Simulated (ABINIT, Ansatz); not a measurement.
# How the form of the self-energy moves the gap of LaBiS2O (P4/nmm), part 2 of 2

Aim: compare treatments of exchange, screening and correlation for the gap of LaBiS2O (P4/nmm).

ABINIT 10.8.3; PBEsol and many-body steps on it, plane waves. Known limits of the many-body steps: not at the basis limit; exchange with frozen shells missing; mesh may overstate the screening; no spin-orbit coupling; coarse k mesh.

So far. Step 4 (G0W0, Godby-Needs plasmon pole): The gap on the mesh goes from 0.85 eV to 1.00 eV, a correction of +0.14 eV. Step 5 (G0W0, Engel-Farid plasmon pole): Against G0W0 in ABINIT (4×4×1 mesh, 120 bands, screening to 98 eV, Godby-Needs plasmon pole), the gap moves by +0.049 eV.

## (6) G0W0, Hybertsen-Louie plasmon pole

Level of this step: G0W0 on PBEsol, plane waves, norm-conserving pseudopotentials (ABINIT).

run.abi reads:

```
acell 3*1.0 Angstrom
rprim 
  4.055497000000 0.000000000000 0.000000000000
  0.000000000000 4.055497000000 0.000000000000
  0.000000000000 0.000000000000 14.173265000000
ntypat 4
znucl 57 83 16 8
natom 10
typat 1 1 2 2 3 3 3 3 4 4
xred 
  0.500000000000 0.000000000000 0.587742000000
  0.000000000000 0.500000000000 0.412258000000
  0.000000000000 0.500000000000 0.867775000000
  0.500000000000 0.000000000000 0.132225000000
  0.500000000000 0.000000000000 0.890020000000
  0.000000000000 0.500000000000 0.109980000000
  0.000000000000 0.500000000000 0.690201000000
  0.500000000000 0.000000000000 0.309799000000
  0.000000000000 0.000000000000 0.500000000000
  0.500000000000 0.500000000000 0.500000000000
pp_dirpath "pseudos"
pseudos "La.upf, Bi.upf, S.upf, O.upf"
ecut 50
ngkpt 4 4 1
nshiftk 1
shiftk 0 0 0
kptopt 1
chksymbreak 0
istwfk *1
occopt 1
irdwfk 1
optdriver 4
nband 120
gwcalctyp 0
ecutsigx 50
symsigma 1
nkptgw 2
kptgw 
  0.5000000000 0.0000000000 0.0000000000
  0.0000000000 0.0000000000 0.0000000000
bdgw 
  43 46
  43 46
ecuteps 3.6
irdscr 1
ppmodel 2
indata_prefix "in"
outdata_prefix "out"
tmpdata_prefix "tmp"
```

Command:

```
OMP_NUM_THREADS=1 mpirun -n 4 abinit run.abi > log
```

Numbers of over 12 decimals in the logs are rounded to 6 here.

What it wrote:

```text
.Version 10.8.3 of ABINIT. v10.8.2 released Aug 2026.

 Symmetries : space group P4/n m m (#129); Bravais tP (primitive tetrag.)
[... echo of the input left out ...]
== DATASET  1 ==================================================================
-   mpi_nproc: 4, omp_nthreads: 1 (-1 if OMP is not activated)

--- !DatasetInfo
iteration_state: {dtset: 1, }
dimensions: {natom: 10, nkpt: 6, mband: 120, nsppol: 1, nspinor: 1, nspden: 1, mpw: 26636, }
cutoff_energies: {ecut:  50.0, pawecutdg:  -1.0, }
[...]
Band     E0 <VxcDFT>   SigX SigC(E0)      Z dSigC/dE  Sig(E)    E-E0       E
[...]
45   7.794 -11.741  -4.681  -4.652   0.831  -0.203  -9.740   2.001   9.795
       46   8.068 -12.287  -8.035  -2.926   0.844  -0.185 -11.168   1.119   9.187

== END DATASET(S) ==============================================================
================================================================================

 -outvars: echo values of variables after computation  --------
           etotal      0.0000000000E+00
            nband         120
             nkpt           6
          spgroup         129
 [... the other variables as echoed above ...]

 Calculation completed.
```

It took 33 s on 4 MPI ranks of Arm Neoverse V2, shared host; peak memory 3.6 GiB; 2.2 min of CPU time.

This step gave:

| Item | Value |
| --- | --- |
| G0W0 gap on the points computed | 1.105 eV |
| starting gap on the mesh | 0.8512 eV |
| k of the valence top | 0.5, 0, 0 |
| k of the conduction bottom | 0.5, 0, 0 |
| least direct G0W0 gap on the computed points | 1.105 eV |

Against G0W0 in ABINIT (4×4×1 mesh, 120 bands, screening to 98 eV, Godby-Needs plasmon pole), the gap moves by +0.109 eV.

## (7) One-shot Hartree-Fock

This step: one-shot Hartree-Fock on PBEsol, plane waves, norm-conserving pseudopotentials.

run.abi: that of step 6 with these lines changed.

```diff
@@ -32,4 +32,4 @@
 optdriver 4
-nband 120
-gwcalctyp 0
+nband 48
+gwcalctyp 5
 ecutsigx 50
@@ -43,5 +43,4 @@
   43 46
-ecuteps 3.6
-irdscr 1
-ppmodel 2
+ixc_sigma 40
+fftgw 31
 indata_prefix "in"
```

What it wrote:

```text
.Version 10.8.3 of ABINIT. v10.8.2 released Aug 2026.

 Symmetries : space group P4/n m m (#129); Bravais tP (primitive tetrag.)
[... echo of the input left out ...]
== DATASET  1 ==================================================================
-   mpi_nproc: 4, omp_nthreads: 1 (-1 if OMP is not activated)

--- !DatasetInfo
iteration_state: {dtset: 1, }
dimensions: {natom: 10, nkpt: 6, mband: 48, nsppol: 1, nspinor: 1, nspden: 1, mpw: 26636, }
cutoff_energies: {ecut:  50.0, pawecutdg:  -1.0, }
[...]
Band     E0 <VxcDFT>   SigX SigC(E0)      Z dSigC/dE  Sig(E)    E-E0       E
[...]
45   7.794 -11.741  -4.681   0.000   1.000   0.000  -4.681   7.060  14.854
       46   8.068 -12.287  -8.035   0.000   1.000   0.000  -8.035   4.252  12.320

== END DATASET(S) ==============================================================
================================================================================

 -outvars: echo values of variables after computation  --------
           etotal      0.0000000000E+00
            nband          48
             nkpt           6
          spgroup         129
 [... the other variables as echoed above ...]

 Calculation completed.
```

It took 13 s on 4 MPI ranks; peak memory 3.1 GiB.

Numbers from this step:

| Quantity | Value |
| --- | --- |
| quasiparticle gap on the points computed | 5.083 eV |
| starting gap on the mesh | 0.8512 eV |
| k of the valence top | 0.5, 0, 0 |
| k of the conduction bottom | 0.5, 0, 0 |
| least direct quasiparticle gap on the computed points | 5.083 eV |

Against G0W0 in ABINIT (4×4×1 mesh, 120 bands, screening to 98 eV, Godby-Needs plasmon pole), the gap moves by +4.087 eV.

## (8) Side by side

Times are wall times on 4 MPI ranks of Arm Neoverse V2, shared host, good to a factor of about two. A run's time includes the screening step that it read.

| run | mesh | bands | screening cutoff (eV) | DFT gap (eV) | gap on the mesh (eV) | direct (eV) | ε∞ used | time |
| --- | --- | --- | --- | --- | --- | --- | --- | --- |
| G0W0, Godby-Needs plasmon pole | 4×4×1 | 120 | 98 | 0.851 | 0.996 | 0.996 | 25.01 | 5.4 min |
| G0W0, Engel-Farid plasmon pole | 4×4×1 | 120 | 98 | 0.851 | 1.045 | 1.045 | 25.01 | 5.2 min |
| G0W0, Hybertsen-Louie plasmon pole | 4×4×1 | 120 | 98 | 0.851 | 1.105 | 1.105 | 25.01 | 5.4 min |
| one-shot Hartree-Fock | 4×4×1 | - | - | 0.851 | 5.083 | 5.083 | - | 13 s |

## (9) Summary of results

```yaml
g0w0_godby_needs_plasmon_pole: 0.996 eV
g0w0_engel_farid_plasmon_pole: 1.045 eV
g0w0_hybertsen_louie_plasmon_pole: 1.105 eV
one_shot_hartree_fock: 5.083 eV
known_limits: not at the basis limit; exchange with frozen shells missing; mesh may overstate the screening; no spin-orbit coupling; coarse k mesh
```

What this shows: G0W0, Engel-Farid plasmon pole: +0.049 eV against G0W0, Godby-Needs plasmon pole. G0W0, Hybertsen-Louie plasmon pole: +0.109 eV against G0W0, Godby-Needs plasmon pole. One-shot Hartree-Fock: +4.087 eV against G0W0, Godby-Needs plasmon pole. Bare exchange alone opens the gap to 5.08 eV; against G0W0, correlation takes back 4.09 eV. Bands and cutoff are finite, so the gap is not at the basis limit. The miss can reach some tenths of an eV and take either sign; the mesh is an error of its own. In the G0W0 runs levels were corrected at 2 k points alone, so a gap called «on the mesh» is the least over those, and an edge elsewhere would be missed. The 4×4×1 mesh is coarse for this cell, which bears on the long-range parts of exchange and screening. Where an edge is built on 6p states of lead, bismuth or thallium, scalar-relativistic gaps usually stand too wide, by a few tenths to over one eV. The norm-conserving file of at least one element keeps a d shell over frozen s and p shells of the same row. Exchange with those shells is missing from the self-energy, an error of 0.3 to 0.9 eV in cases checked, whose sign depends on which edge lies on those atoms. For the PBEsol start: The RPA ε∞ on this mesh reaches over 25; with a narrow direct gap a coarse mesh can overstate it, and the correction is then too small. The many-body steps are scalar-relativistic: spin-orbit coupling is not in them.

[Paths, hosts, dates, memory and timing lines, banners, echoed tables and standing remarks are left out of the program output.]

[Logs are printed without paths, hosts, clocks, repeated set-up lines and the standing remarks that a program may print on its own settings, such as how far it seeks lower states.]

[Runs of the session that timed out or met a known fault of the program may be left out.]

[Hosts, paths, dates, database ids (printed as entryN), source tags and the programs' standing remarks are cut or masked in the printed files.]

[G0W0 gaps are taken among the corrected bands and points alone; a level outside them can change the order at an edge.]

[Where Ansatz stands beside ABINIT at settings called matched, ABINIT's density can come from a denser mesh and the files from another edition; pairs whose starting gaps differed by over 0.03 eV were left out, so agreement reads better than it is.]
